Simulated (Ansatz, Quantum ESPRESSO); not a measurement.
# SiOs3 (Fm-3m): zone-centre phonons, part 3 of 3

Which modes does SiOs3 (Fm-3m) have at the zone centre?

Quantum ESPRESSO 7.5; DFT LDA, scalar-relativistic, plane waves, JTH PAW pseudopotentials.

So far, highest optical zone-centre mode (no LO-TO term) (cm⁻¹): step 6 (modes with the sum rule) 222; step 8 (ASR crystal) 222.

The structure was built from a prototype and need not be the compound's stable phase.

**9. A second program**

The same cell goes through another code, with its own cutoff. The potentials differ. Its k mesh is centred on Γ.

This step: DFT LDA, scalar-relativistic, plane waves, PseudoDojo norm-conserving pseudopotentials (Ansatz 0.2.0).

Contents of input.yaml:

```yaml
crystal:
  lattice:
    - [-3.0043025341, 0.0, 3.0043025341]
    - [0.0, 3.0043025341, 3.0043025341]
    - [-3.0043025341, 3.0043025341, 0.0]
  atoms:
    - { symbol: Si, position: [0.0, 0.0, 0.0] }
    - { symbol: Os, position: [0.5, 0.5, 0.5] }
    - { symbol: Os, position: [0.75, 0.75, 0.75] }
    - { symbol: Os, position: [0.25, 0.25, 0.25] }
kpoints:
  mp_grid: { grid: [10, 10, 10] }
hamiltonian:
  xc: lda
  pseudopotentials: { kind: nc, accuracy: standard }
scf:
  occupations: { method: cold, width: 0.27211 }
output:
  eigenvalues: true
phonons:
  method: dfpt
```

Launch:

```
> ansatz run input.yaml --threads 4 --pin off --max-ram 8192MiB --backend cpu --events-out ev --progress --plain --runs-dir out
```

Output:

```text
zone centre: on kpoints.mp_grid the ground state, and the responses unless they are solved on pairs of k-points, stand on 102 of the mesh's 1000 k-points, reduced under 8 symmetry operations, with k and −k counted as one. Each operation leaves every solved displacement unchanged or reverses it
Engine: ansatz 0.2.0, aarch64-unknown-linux-gnu
Pseudopotentials: kind: nc
Pseudopotential: Si, nc, valence charge 4, recommended cutoff 435.38218 eV (normal), Si.nc.azcp (PseudoDojo's, or run here from an input of PseudoDojo's; its table is named by hamiltonian.pseudopotentials.accuracy)
Pseudopotential: Os, nc, valence charge 16, recommended cutoff 1006.821291 eV (normal), Os.nc.azcp (PseudoDojo's, or run here from an input of PseudoDojo's; its table is named by hamiltonian.pseudopotentials.accuracy)
Functional definition: SPW92
  exchange = slater_x
  correlation = pw_c
Crystal: 4 atoms, lattice volume = 54.233 Å³
Basis set: ecut = 1006.821291 eV, 3839 PW (Γ), exchange–correlation on 90×90×90 points (8 copies of the dense FFT grid, shifted against one another)
Bands: 32, of which v1, the nominal top of the filled ones, is band 26 counted from 1 (25 counted from 0)
Symmetry: 48 space group operations
k-points: 102 of 1000 (irreducible under 8 space group operations, time reversal used)
Non-local potential: Si, projectors of the file, l = 0: 2, l = 1: 2, l = 2: 2
Non-local potential: Os, projectors of the file, l = 0: 2, l = 1: 2, l = 2: 2, l = 3: 2
Initial density: superposition of atomic densities (chi_scale 0.1, normalization cell, long waves kept (reshape's long-wave potential 0.00 eV rms))
Initial wavefunctions: pseudopotential atomic-orbital guess
Functional: x = slater, c = lda
SCF iter   1: F=—  HF=-8382.166834 eV  |F-HF|=—  |Δ(HF+E_count)|=         —  Δρ=6.26e-2  dr2=1.53e0  ethr=3.10e-3  ⟨swp⟩=5.1  Hψ=12066  notcnv=0
preconditioner: auto → Kerker (q_TF=auto, 2.709 Å⁻¹)  [metal: Δε(μ)=0.008 eV  Ē_g=6.732 eV  σ=0.272 eV  W_gap=0.02  n_scr=14 (ndim 8)  ℏωp=26.7 eV  f_vac=0.000  D(μ)=4.05/eV (n_scr^D=58)]
SCF iter   2: F=—  HF=-8381.838150 eV  |F-HF|=—  |Δ(HF+E_count)|=   3.29e-1  S|Δr|=    0.00e0  Δρ=2.82e-2  dr2=2.85e-1  ethr=2.94e-3  ⟨swp⟩=1.6  Hψ=4255  notcnv=0
SCF iter   3: F=—  HF=-8381.765727 eV  |F-HF|=—  |Δ(HF+E_count)|=   7.24e-2  S|Δr|=    0.00e0  Δρ=1.49e-2  dr2=9.02e-2  ethr=5.48e-4  ⟨swp⟩=2.2  Hψ=4941  notcnv=0
SCF iter   4: F=—  HF=-8381.738942 eV  |F-HF|=—  |Δ(HF+E_count)|=   2.68e-2  S|Δr|=    0.00e0  Δρ=2.79e-3  dr2=4.38e-3  ethr=1.73e-4  ⟨swp⟩=2.2  Hψ=5188  notcnv=0
SCF iter   5: F=—  HF=-8381.737470 eV  |F-HF|=—  |Δ(HF+E_count)|=   1.47e-3  S|Δr|=    0.00e0  Δρ=4.47e-4  dr2=7.58e-5  ethr=8.42e-6  ⟨swp⟩=2.1  Hψ=5197  notcnv=0
SCF iter   6: F=—  HF=-8381.737452 eV  |F-HF|=—  |Δ(HF+E_count)|=   1.73e-5  S|Δr|=    0.00e0  Δρ=1.12e-4  dr2=5.95e-6  ethr=1.46e-7  ⟨swp⟩=2.1  Hψ=5825  notcnv=0
SCF iter   7: F=—  HF=-8381.737449 eV  |F-HF|=—  |Δ(HF+E_count)|=   3.49e-6  S|Δr|=    0.00e0  Δρ=1.40e-5  dr2=7.97e-8  ethr=1.15e-8  ⟨swp⟩=2.3  Hψ=5769  notcnv=0
SCF iter   8: F=—  HF=-8381.737626 eV  |F-HF|=—  |Δ(HF+E_count)|=   1.77e-4  S|Δr|=    0.00e0  Δρ=1.74e-6  dr2=9.20e-10  ethr=1.53e-10  ⟨swp⟩=2.2  Hψ=5308  notcnv=0
SCF iter   9: F=—  HF=-8381.737626 eV  |F-HF|=—  |Δ(HF+E_count)|=  1.69e-10  S|Δr|=    0.00e0  Δρ=3.03e-7  dr2=2.35e-11  ethr=1.77e-12  ⟨swp⟩=2.2  Hψ=5366  notcnv=0
SCF iter  10: F=-8381.737626 eV  HF=-8381.737626 eV  |F-HF|=0.00e0  |Δ(HF+E_count)|=  1.82e-12  S|Δr|=    0.00e0  Δρ=1.77e-8  dr2=8.82e-14  ethr=1.00e-12  ⟨swp⟩=6.3  Hψ=16374  notcnv=0
SCF 1 converged in 10 iterations: F = -8381.737626 eV  dr2 = 8.82e-14
DFPT response loops at Γ: preconditioner auto → Kerker (q_TF=auto, 2.709 Å⁻¹) (partly filled bands, converged f_vac=0.001); β = 1.00, the filter's whole step (`scf.mixing.beta` (0.50) is not read by the response loops under this deck's `scf.mixing.preconditioner`; to damp them name `kerker` or `kerker_dos`, under which they read `scf.mixing.beta`, and type it under 1.00, their step now; both keys bind the ground state too); Broyden in place of MSR1
SCF converged after 10 iterations
Stability not checked: this state was not tested for a lower state beside it, because cold or Methfessel-Paxton smearing, or corrected tetrahedra, fill the levels in a way that the test cannot read (fill_not_monotonic; see scf.lower_state_search)
Free energy (F): -8381.737626 eV
Harris-Foulkes:  -8381.737626 eV  (|F-HF|=0.00e0)
Internal energy: -8381.703174 eV  (E = F + TS)
E sigma→0 (E₀):  -8381.726142 eV
Entropy (-TS):   -0.034453 eV (-8.613 meV/atom)
Fermi energy:    23.397079 eV
Step filling:    the computed levels leave a gap of 0.0017 eV = 0.0 smearing widths at the electron count; against every level under it full and every level over it empty, smearing changes F+E_penalty+E_count by -10.010 meV and its σ→0 estimate by +1.474 meV
--- Per-component energies (eV) ---
  E_band       = -268.258839
  E_kinetic    = 2340.798734
  E_local      = -4313.681529  (includes V_loc(G=0)·N_el)
  E_nonlocal   = 458.212843
  E_hartree    = 1229.712060
  E_xc         = -1723.915434
  E_vxc        = -1213.012996  (∫ρ·V_xc dr)
  E_ewald      = -6372.829847
  E_smearing   = -0.034453  (= −TS)
  E_closure    = -0.000000  (closes the sum)
  Σ components = -8381.737626   (vs F -8381.737626, Δ=0.00e0)
--- Band table (eV; the first three rows and the last of 102) ---
  k-point 0: bands = [... 22 lower, 22.6683, 22.6683, 22.9612, 23.7600, 23.7600, 24.0134, 24.0134, 27.0029, ... 2 higher]
  k-point 1: bands = [... 22 lower, 22.3852, 22.3852, 23.3560, 23.7016, 23.7016, 24.0769, 24.0769, 27.1497, ... 2 higher]
  k-point 2: bands = [... 22 lower, 21.7629, 21.7629, 23.5910, 23.5910, 24.0396, 24.0396, 24.2899, 26.9422, ... 2 higher]
  k-point 101: bands = [... 22 lower, 21.5066, 21.5066, 22.3839, 22.8170, 22.9848, 23.8794, 24.0741, 24.0741, ... 2 higher]
--- Phonons (Γ-DFPT): 3 representative perturbations + reference, on 102 of 1000 k-points (Σ response iterations 10) ---
  k mesh reduced under 8 symmetry operations, with k and −k counted as one. Each operation leaves every solved displacement unchanged or reverses it
  ASR residual: 9.701e-5 → 0.000e0 eV/Å²; symmetrization residual: 3.612e-6 eV/Å²
  ASR residual per site (eV/Å²): 3.99e-6 2.24e-5 9.70e-5 9.70e-5
  Γ frequencies (cm⁻¹): -51.99 -51.99 -51.99 0.00 0.00 0.00 151.26 151.26 151.26 218.36 218.36 218.36
  non-analytic LO–TO correction: not included (Born effective charges unavailable; polar crystals: no LO–TO splitting at Γ)
```

It took 67 s on 4 threads of Arm Neoverse V1, shared host; peak memory 2 GiB.

Read from the output:

```
sum-rule residual before enforcement             : 9.70e-5 eV/Å²
highest optical zone-centre mode (no LO-TO term) : 218.4 cm⁻¹
lowest optical zone-centre mode                  : -51.99 cm⁻¹
```

**10. Side by side: QE JTH and Ansatz, PseudoDojo**

Worked out from the results:

| Property | Result |
| --- | --- |
| root-mean-square difference | 2.32 cm⁻¹ |
| largest difference | 3.68 cm⁻¹ |

Frequencies side by side, by row:

```
q (reciprocal lattice)  mode  QE JTH (cm⁻¹)  Ansatz, PseudoDojo (cm⁻¹)
                 0 0 0     1         -52.99                     -51.99
                 0 0 0     2         -52.99                     -51.99
                 0 0 0     3         -52.99                     -51.99
                 0 0 0     4              0                          0
                 0 0 0     5              0                          0
                 0 0 0     6              0                          0
                 0 0 0     7          152.5                      151.3
                 0 0 0     8          152.5                      151.3
                 0 0 0     9          152.5                      151.3
                 0 0 0    10            222                      218.4
                 0 0 0    11            222                      218.4
                 0 0 0    12            222                      218.4
```

At the zone centre the largest difference (acoustic modes at Γ apart) is 2 % of the highest mode.

**11. Results**

```yaml
space_group_after_relaxation: Fm-3m
volume_per_atom: 13.6 Å³
highest_optical_zone_centre_mode_no_lo_to_term: 222.0 cm⁻¹
lowest_optical_zone_centre_mode: -53.0 cm⁻¹
imaginary_optical_modes_at_the_zone_centre_no_q_mesh_in_this_session: yes
largest_difference_from_ansatz_pseudodojo: 3.68 cm⁻¹
```

At the LDA level the optical modes of SiOs3 (Fm-3m) at the zone centre run from 53i to 222 cm⁻¹, so the structure is a saddle point, with 3 modes beyond 10i cm⁻¹ there. Of the 9 optical modes, 3 are Raman active alone and 6 are infrared active alone; inversion symmetry keeps the two sets apart. QE JTH and Ansatz, PseudoDojo differ by 2.3 cm⁻¹ in the root mean square and by 3.7 cm⁻¹ at most, 1.7 % of the highest mode compared (acoustic modes at Γ left out); the two use different potentials, and the cell was not relaxed for the second set. These are harmonic frequencies at zero temperature: anharmonic shifts and linewidths and thermal expansion are left out. Spin-orbit coupling is left out, which can matter for the heavy elements here. In a metal the frequencies hang on the k mesh and the smearing, most of all near Kohn anomalies. The structure is a hypothetical one, built on a prototype.

[Host names and launcher messages were left out of these logs when they were recorded.]

[Logs are printed without paths, hosts, clocks, repeated set-up lines and the standing remarks that a program may print on its own settings, such as how far it seeks lower states.]

[Hosts, paths, dates, database ids (printed as entryN), source tags and the programs' standing remarks are cut or masked in the printed files.]
